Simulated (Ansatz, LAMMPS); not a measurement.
# Structural relaxation of Mg2+ triflate in trimethyl phosphate and diglyme, from a frame at 380 K (131 atoms)

Wanted: the relaxed structure of Mg2+ triflate in trimethyl phosphate and diglyme, from a frame at 380 K (131 atoms) and its electronic structure.

Program: Ansatz 0.2.0. Level of theory: Kohn-Sham DFT, PBEsol, PAW (set soft_2), plane waves. Results are calculated unless marked as measured.

## (1) The structure

The cell holds 131 atoms: 26 C, 28 O, 64 H, 4 P, 2 S, 6 F and 1 Mg. Cell: a = 11.738 Å, b = 11.738 Å, c = 11.738 Å, α = 90.0°, β = 90.0°, γ = 90.0°. 4 trimethyl phosphate, 2 diglyme, 1 Mg2+, 2 triflate placed at random, at 1.18 g/cm³; overlaps pushed apart, then 10 ps at 550 K with divalent ions of Li, Roberts, Chakravorty and Merz (J. Chem. Theory Comput. 9, 2733 (2013)); MMFF94 bonds, angles, torsions, charges and radii (Halgren, J. Comput. Chem. 17, 490 (1996)) in harmonic and 12-6 forms; charges of ions scaled by 0.8. Snapshot after 30 ps at 380 K and fixed volume.

Limits known from the start: The network of contacts between molecules at the start is that of the classical potential that made the cell. The functional has no dispersion term, which matters for the binding between molecules or layers. The density was typed from a rule of thumb and may lie off the real one at this temperature. Only the Γ point is sampled, in a cell whose shortest periodic width is 12 Å.

## (2) Single point at the start

A single point comes first, to see the forces before anything moves.

input.yaml

```yaml
crystal:
  lattice:
    - [11.73759, 0.0, 0.0]
    - [0.0, 11.73759, 0.0]
    - [0.0, 0.0, 11.73759]
  atoms:
    - { symbol: C, position: [0.23666, 0.01048, 0.20663] }
    - { symbol: O, position: [0.19304, 0.00937, 0.31775] }
    - { symbol: C, position: [0.13564, 0.89832, 0.3439] }
    - { symbol: C, position: [0.22499, 0.80079, 0.34369] }
    [... 121 atom lines left out ...]
    - { symbol: O, position: [0.91291, 0.31222, 0.90472] }
    - { symbol: C, position: [0.96637, 0.28155, 0.12693] }
    - { symbol: F, position: [0.88927, 0.19782, 0.14003] }
    - { symbol: F, position: [0.96189, 0.3463, 0.21771] }
    - { symbol: F, position: [0.06861, 0.22907, 0.13402] }
    - { symbol: Mg, position: [0.87651, 0.32526, 0.74454] }
kpoints:
  mp_grid: { grid: [1, 1, 1] }
hamiltonian:
  xc: pbesol
scf:
  occupations: { method: fermi_dirac, width: 0.025 }
output:
  forces: true
  stress: true
  populations: true
  dos:
    method: { smearing: { sigma: 0.08 } }
    de: 0.1
    projected: { site_lists: { C: [C], F: [F], H: [H], Mg: [Mg], O: [O] } }
  eigenvalues: true
```

On the command line:

```bash
ansatz run input.yaml --threads 4 --pin off --max-ram 8192MiB --backend cpu --events-out ev --progress --plain --runs-dir out
```

It took 27 s on 4 threads of Arm Neoverse V1, shared host; peak memory 1.9 GiB.

The run gave:

| Item | Value |
| --- | --- |
| free energy | -34558.0066 eV |
| free energy per atom | -263.8016 eV/atom |
| SCF cycles | 11 |
| pressure | 0.5031 GPa |
| r.m.s. force component | 1.022 eV/Å |
| longest force | 4.811 eV/Å |
| Fermi energy | 1.543 eV |
| gap (highest filled to lowest empty level) | 4.386 eV |
| spilling of the projection | 0.01547 |

The r.m.s. force component of 1.0 eV/Å and the pressure of 0.50 GPa set the starting point.

Neighbours are counted within 1.34 Å (H-C), 1.73 Å (O-C), 2.08 Å (O-P), 1.93 Å (O-S), 2.42 Å (O-Mg), 1.85 Å (C-C), 1.62 Å (C-F), 2.21 Å (C-S).

Length of the force by element and coordination:

```
element  coordination  atoms  mean length of the force (eV/Å)  spread  least  most
      C           all     26                             2.08   0.807  0.666  4.07
      F           all      6                             1.24   0.318  0.859  1.84
      H           all     64                             1.09   0.639  0.172  3.00
     Mg           all      1                             1.69       0   1.69  1.69
      O           all     28                             2.15   0.939  0.874  4.81
      O             1      6                             1.31   0.384  0.874  1.93
      O             2     20                             2.42   0.891   1.21  4.81
      O             3      2                             1.98    1.06  0.917  3.04
      P           all      4                             1.21   0.406  0.686  1.66
      S           all      2                             1.55   0.459   1.09  2.01
```

## (3) Relaxation

With the cell held, the atoms are moved downhill towards a nearby minimum.

input.yaml, the sections that differ from step 2:

```yaml
output:
  forces: true
relax:
  f_tol: 0.05
  max_steps: 200
# crystal, kpoints, hamiltonian, scf: as in step 2
```

Run time: 7.4 min. Hardware: 4 threads; peak memory 1.9 GiB; 28 min of CPU time.

The steps of the relaxation (22 of 40):

```
step  energy less that of the first step (eV)  largest force component (eV/Å)
   1                                   0.0000                          3.5127
   3                                  -6.4173                          0.6470
   5                                  -7.0240                          0.2818
   7                                  -7.2581                          0.2746
   8                                  -7.3130                          0.4815
  10                                  -7.3975                          0.5066
  12                                  -7.4510                          0.3564
  14                                  -7.4890                          0.2738
  16                                  -7.5177                          0.3112
  18                                  -7.5442                          0.3231
  20                                  -7.5697                          0.3440
  21                                  -7.5814                          0.3660
  23                                  -7.6041                          0.3542
  25                                  -7.6267                          0.2164
  27                                  -7.6400                          0.1892
  29                                  -7.6499                          0.0775
  31                                  -7.6540                          0.0450
  33                                  -7.6577                          0.0594
  34                                  -7.6593                          0.0692
  36                                  -7.6613                          0.0898
  38                                  -7.6629                          0.0491
  40                                  -7.6634                          0.0180
```

The atoms that moved most (Å):

| atom | dx | dy | dz | length |
| --- | --- | --- | --- | --- |
| H60 | 0.756 | 2.003 | 0.506 | 2.200 |
| H58 | 0.470 | 2.113 | -0.209 | 2.175 |
| C52 | 0.718 | 1.787 | -0.058 | 1.927 |
| H59 | 0.473 | 1.743 | -0.634 | 1.914 |
| H44 | -0.769 | 0.878 | -1.405 | 1.827 |
| H35 | 0.120 | -1.747 | -0.513 | 1.825 |
| H77 | -1.029 | -1.481 | 0.212 | 1.816 |
| H72 | -0.040 | -1.501 | -1.021 | 1.816 |

The relaxation changed the energy by -58.5 meV/atom, and atoms moved by 0.99 Å r.m.s., 2.2 Å at most.

## (4) Structure statistics after relaxation

Bonds before and after, by the cutoffs listed below:

```
pair  bonds before  bonds after  mean before (Å)  mean after (Å)  spread before (Å)  spread after (Å)
 H-C            64           64            1.093           1.103              0.032             0.004
 O-C            24           24            1.431           1.431              0.042             0.012
 O-P            16           16            1.591           1.556              0.061             0.046
 O-S             6            6            1.460           1.461              0.021             0.012
O-Mg             6            6            2.041           2.079              0.171             0.055
 C-C             4            4            1.535           1.512              0.038             0.009
 C-F             6            6            1.347           1.341              0.019             0.006
 C-S             2            2            1.892           1.857              0.015             0.000
```

Density 1.18 g/cm³, 12.34 Å³ an atom.

g(r), total and by pair (bins of 0.2 Å):

```
r (Å)  total   H-H   H-O    H-C   H-F   H-P   H-S
 1.00   1.10  0.00  0.00   5.70  0.00  0.00  0.00
 1.20   2.79  0.00  0.00  14.35  0.00  0.00  0.00
 1.40   1.49  0.00  0.00   0.00  0.00  0.00  0.00
 1.60   0.49  0.00  0.00   0.00  0.00  0.00  0.00
 1.80   1.34  5.45  0.00   0.00  0.00  0.00  0.00
 2.00   1.02  0.00  4.57   0.00  0.00  0.00  0.00
 2.20   0.60  0.07  0.94   1.33  0.00  0.00  0.00
 2.40   0.76  0.99  0.69   0.13  0.00  0.00  0.00
 2.60   1.14  0.94  1.12   0.96  0.74  0.35  0.00
 2.80   0.69  0.72  1.27   0.38  1.30  3.84  0.00
 3.00   0.93  1.23  0.60   0.38  0.20  2.54  1.65
 3.20   0.80  0.73  0.60   1.23  0.32  0.72  0.95
 3.40   0.89  0.79  0.90   1.09  0.87  2.33  1.29
 3.60   0.74  0.81  0.53   1.01  0.64  1.39  0.40
 3.80   1.04  1.11  1.06   0.91  0.92  0.87  1.01
 4.00   0.97  1.18  1.01   1.16  0.63  0.63  1.24
 4.20   1.09  1.15  1.45   0.94  1.15  0.72  0.86
 4.40   1.12  1.12  1.35   0.90  1.47  0.25  0.78
 4.60   1.02  1.02  0.94   1.38  0.86  0.71  1.91
 4.80   0.99  1.01  0.84   1.12  1.15  0.88  1.11
 5.00   0.96  0.92  1.02   1.12  0.87  0.81  1.59
 5.20   1.00  0.96  0.92   1.05  1.43  1.03  0.55
 5.40   1.05  1.12  0.90   0.97  1.15  1.04  1.38
 5.60   0.93  1.11  0.83   0.74  0.96  1.62  1.11
 5.80   1.09  1.04  0.98   1.13  1.14  0.90  0.45
```

Bonds by pair of elements; cutoffs follow the first minimum of g(r), held within bounds set by covalent radii, and pairs that aren't listed don't count as bonded:

```csv
pair A-B,cutoff (Å),bonds,mean length (Å),spread (Å),shortest (Å),B about A,A about B
H-C,1.34,64,1.10,0.004,1.10,1,2.46
O-C,1.73,24,1.43,0.012,1.41,0.857,0.923
O-P,2.02,16,1.56,0.046,1.47,0.571,4
O-S,1.88,6,1.46,0.012,1.45,0.214,3
O-Mg,2.58,6,2.08,0.055,2.02,0.214,6
C-C,1.85,4,1.51,0.009,1.50,0.308,0.308
C-F,1.62,6,1.34,0.006,1.33,0.231,1
C-S,2.21,2,1.86,0,1.86,0.077,1
```

How many atoms have how many bonded neighbours:

| element | mean | 1 | 2 | 3 | 4 | 6 |
| --- | --- | --- | --- | --- | --- | --- |
| C | 4 | 0 | 0 | 0 | 26 | 0 |
| F | 1 | 6 | 0 | 0 | 0 | 0 |
| H | 1 | 64 | 0 | 0 | 0 | 0 |
| Mg | 6 | 0 | 0 | 0 | 0 | 1 |
| O | 1.86 | 6 | 20 | 2 | 0 | 0 |
| P | 4 | 0 | 0 | 0 | 4 | 0 |
| S | 4 | 0 | 0 | 0 | 2 | 0 |

Bond angles, per cent of each kind in bins of 5°:

```
angle (°)  H-C-O  H-C-H  O-P-O  C-C-H  O-Mg-O
    75–80    0.0    0.0    0.0    0.0     6.7
    80–85    0.0    0.0    0.0    0.0     6.7
    85–90    0.0    0.0    0.0    0.0    20.0
    90–95    0.0    0.0    0.0    0.0    46.7
   95–100    0.0    0.0    8.3    0.0     0.0
  100–105    0.0    0.0   16.7    0.0     0.0
  105–110   53.1   73.2   33.3   68.8     0.0
  110–115   46.9   26.8   16.7   31.2     0.0
  115–120    0.0    0.0   25.0    0.0     0.0
  120–125    0.0    0.0    0.0    0.0     0.0
  125–130    0.0    0.0    0.0    0.0     0.0
  130–135    0.0    0.0    0.0    0.0     0.0
  135–140    0.0    0.0    0.0    0.0     0.0
  140–145    0.0    0.0    0.0    0.0     0.0
  145–150    0.0    0.0    0.0    0.0     0.0
  150–155    0.0    0.0    0.0    0.0     0.0
  155–160    0.0    0.0    0.0    0.0     0.0
  160–165    0.0    0.0    0.0    0.0     0.0
  165–170    0.0    0.0    0.0    0.0     0.0
  170–175    0.0    0.0    0.0    0.0    20.0
```

Bond angles (no mean is given where the spread exceeds 20°):

| angle | count | mean (°) | spread (°) |
| --- | --- | --- | --- |
| H-C-O | 64 | 109 | 1.9 |
| H-C-H | 56 | 109 | 0.9 |
| O-P-O | 24 | 109 | 6.3 |
| C-C-H | 16 | 110 | 1.1 |
| O-Mg-O | 15 | - | - |

Bond length by coordination (bonds to H left out):

```
element  coordination  atoms  mean bond length (Å)
      O             1      6                  1.46
      O             2     20                  1.54
      O             3      2                  1.67
```

For some of the pairs, g(r) has its first main peak near 1.8 Å (H-H), 2.1 Å (H-O), 1.1 Å (H-C), 2.7 Å (H-F), 2.9 Å (H-P) and 3.0 Å (H-S). By these cutoffs all C atoms have 4, all F atoms have 1, all H atoms have 1 and all Mg atoms have 6 bonded neighbours. The H-C-O angle averages 109° with a spread of 1.9°.

## (5) Single point at the relaxed geometry

The electronic structure is read at the final geometry, in a run of its own.

input.yaml

```yaml
crystal:
  lattice:
    - [11.73759, 0.0, 0.0]
    - [0.0, 11.73759, 0.0]
    - [0.0, 0.0, 11.73759]
  atoms:
    - { symbol: C, position: [0.29693, 0.99162, 0.25842] }
    - { symbol: O, position: [0.24552, 0.98539, 0.36746] }
    - { symbol: C, position: [0.1431, 0.9219, 0.36957] }
    - { symbol: C, position: [0.15955, 0.79409, 0.36731] }
    [... 121 atom lines left out ...]
    - { symbol: O, position: [0.97874, 0.33585, 0.91078] }
    - { symbol: C, position: [0.04047, 0.29547, 0.11825] }
    - { symbol: F, position: [0.94512, 0.23928, 0.1435] }
    - { symbol: F, position: [0.08013, 0.34478, 0.21407] }
    - { symbol: F, position: [0.11889, 0.21994, 0.08298] }
    - { symbol: Mg, position: [0.89752, 0.32537, 0.75553] }
kpoints:
  mp_grid: { grid: [1, 1, 1] }
hamiltonian:
  xc: pbesol
scf:
  occupations: { method: fermi_dirac, width: 0.025 }
output:
  forces: true
  stress: true
  populations: true
  dos:
    method: { smearing: { sigma: 0.15 } }
    de: 0.1
    projected: { site_lists: { C: [C], F: [F], H: [H], Mg: [Mg], O: [O] } }
  eigenvalues: true
  write_density: true
  write_potential: true
  volumetric_format: npy
```

Wall time 29 s (4 threads); peak memory 1.9 GiB.

The program notes that the exchange-correlation potential is rough where the density is thin.

The run gave:

```
free energy                                      : -34565.6700 eV
free energy per atom                             : -263.8601 eV/atom
SCF cycles                                       : 11
pressure                                         : -0.05973 GPa
r.m.s. force component                           : 0.00389 eV/Å
longest force                                    : 0.02175 eV/Å
Fermi energy                                     : 1.599 eV
gap (highest filled to lowest empty level) : 4.644 eV
spilling of the projection                       : 0.01551
```

Löwdin charges by element and coordination (they lack the spilled electrons, 0.050 e an atom on average):

```csv
element,coordination,atoms,mean charge (e),spread,least,most
C,all,26,-0.127,0.237,-0.256,0.652
F,all,6,-0.215,0.0101,-0.227,-0.203
H,all,64,0.201,0.0196,0.155,0.249
Mg,all,1,1.61,0,1.61,1.61
O,all,28,-0.590,0.181,-0.884,-0.329
O,1,6,-0.772,0.0222,-0.807,-0.754
O,2,20,-0.557,0.173,-0.884,-0.329
O,3,2,-0.377,0.013,-0.390,-0.364
P,all,4,2.14,0.0162,2.13,2.17
S,all,2,2.29,1.0e-4,2.29,2.29
```

Density of states as counts of states in windows of 1 eV (from the Fermi level), total and the larger projections:

```csv
from (eV),to (eV),total,O p,C p,H s,F p,C s
-14,-13,16.3,3.2,0.8,4.3,0.0,6.4
-13,-12,7.3,0.7,1.4,0.9,1.5,1.1
-12,-11,17.9,1.7,3.7,2.4,5.6,2.0
-11,-10,10.2,3.4,1.8,1.2,0.6,0.6
-10,-9,27.3,10.5,9.2,3.6,0.1,0.7
-9,-8,39.5,14.8,12.9,5.0,3.0,0.3
-8,-7,54.4,16.0,17.0,7.5,10.4,0.3
-7,-6,23.4,4.3,6.4,3.3,8.2,0.1
-6,-5,40.0,17.1,11.6,8.1,0.2,0.1
-5,-4,47.4,31.8,6.5,6.1,0.5,0.2
-4,-3,26.3,20.1,2.2,2.3,0.5,0.3
-3,-2,7.8,5.8,0.8,1.1,0.0,0.0
-2,2,0.0,0.0,0.0,0.0,0.0,0.0
2,3,8.9,0.4,1.7,2.3,0.0,0.9
3,4,24.7,1.3,4.8,5.1,0.2,2.2
4,5,40.2,3.5,8.3,6.0,0.9,2.2
```

Between -26 and -14 eV lie 82 more states.

The stored curve holds about 400 of the 420 electrons; the rest, give or take the few that broadening carries across the Fermi level, lie in deeper levels below its range.

Not all projections were asked for or kept, so they needn't add up to the total.

The levels nearest the highest filled one (over half full), pooled over k-points and spins:

| level less the highest filled one (eV) | occupation |
| --- | --- |
| -0.921 | 2 |
| -0.880 | 2 |
| -0.608 | 2 |
| -0.301 | 2 |
| -0.117 | 2 |
| 0 | 2 |
| 4.64 | 0 |
| 5.07 | 0 |
| 5.13 | 0 |
| 5.19 | 0 |
| 5.28 | 0 |
| 5.42 | 0 |

Mean Löwdin charges: C -0.13, F -0.22, H +0.20, Mg +1.61, O -0.59, P +2.14 e (they miss 1.6 % of the electrons, so they add up to more than the cell's charge).

## (6) Summary of results

```yaml
energy_change_in_the_relaxation: -58.5 meV/atom
r_m_s_displacement: 0.988 Å
largest_displacement: 2.2 Å
free_energy_per_atom: -263.8601 eV/atom
pressure: -0.05973 GPa
r_m_s_force_component: 0.00389 eV/Å
spacing_of_highest_filled_and_lowest_empty_level: 4.644 eV
wall_time_of_the_3_dft_runs: 8.3 min
```

Relaxation lowers the energy by 58.5 meV/atom and moves atoms by 0.99 Å r.m.s.; the r.m.s. force component goes from 1.0 to 0.0039 eV/Å, the pressure goes from 0.50 to -0.060 GPa, and the gap from 4.39 to 4.64 eV. By the final cutoffs no bond was broken or made. First to last step the energy falls by 7.663 eV; the largest move, 2.20 Å, is that of H60, with 1 other atom within 2 % of it. The O-Mg bonds go from 2.041 Å (spread 0.171) to 2.079 Å (spread 0.055). By these cutoffs all C atoms have 4, all F atoms have 1, all H atoms have 1 and all Mg atoms have 6 bonded neighbours. Between filled and empty levels lie 4.64 eV (at Γ alone); a semilocal functional tends to put such gaps too low. In a disordered cell it changes from sample to sample and from frame to frame.

**Limits.** The network of contacts between molecules at the start is that of the classical potential that made the cell; in DFT atoms moved by 0.99 Å r.m.s.

[Logs are printed without paths, hosts, clocks, repeated set-up lines and the standing remarks that a program may print on its own settings, such as how far it seeks lower states.]

[Hosts, paths, dates, database ids (printed as entryN), source tags and the programs' standing remarks are cut or masked in the printed files.]

[The MMFF94 radii named for the starting cell were scaled by 0.96; in molecules described by MMFF94, hydrogen bound to N, O or S took a small fixed 12-6 site in their place.]
